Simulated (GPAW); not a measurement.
# Surface energy and work function of Ti(0001) from slabs of 3 to 12 layers (PBE)

How do energy and work function of Ti(0001) films settle with thickness, and what surface energy follows?

How it was computed: GPAW 26.7.0, plane waves at 450 eV with PAW setups; symmetric 1×1 slabs cut at the tabulated lattice constant (two decimals; low-temperature values for the alkali metals), atoms at bulk places, 7.5 Å of vacuum on each side, one in-plane mesh for all thicknesses, Fermi-Dirac smearing of 0.1 eV. Energies are extrapolated to zero smearing and count from the program's reference atoms. Functional PBE. The cell's area is 7.537 Å².

What came out, but for one run:

| layers | energy (eV) | work function (eV) |
| --- | --- | --- |
| 3 | −17.9805 | 4.38 |
| 4 | −24.5867 | 4.41 |
| 5 | −31.2273 | 4.42 |
| 6 | −37.8636 | 4.41 |
| 7 | −44.5021 | 4.41 |
| 8 | −51.1389 | 4.41 |
| 9 | −57.7772 | 4.41 |
| 10 | −64.4151 | 4.41 |
| 11 | −71.0528 | 4.41 |
| 12 | ? | ? |

**Question.** What surface energy do these runs give, and what energy and work function should the 12-layer slab have?

A: A slab of n layers has E(n) = nε + 2Aγ once its middle is bulk-like. A line through n = 6 to 11 has the slope ε = −6.6378 eV a layer and the intercept 2Aγ = 1.9631 eV (r.m.s. residual 0.3 meV). So γ = 1.9631 / (2 × 7.537 Å²) = 0.1302 eV/Å² = 2.09 J/m², with a standard error of under 0.01 J/m² from the scatter about the line. For 12 layers: 1.9631 + 12 × (−6.6378) = −77.691 eV; the run gives −77.691 eV, 0.0 meV over the line. The work function has no such law: from 6 to 11 layers it stays at 4.41 eV, and the 12-layer slab gives 4.41 eV. The thinnest slab, 3 layers, lies −0.03 eV from that mean.

Caveats: The surfaces are unrelaxed, so γ is an upper bound for this functional and lattice constant. The tabulated lattice constant isn't the functional's own, which strains the slab a little.
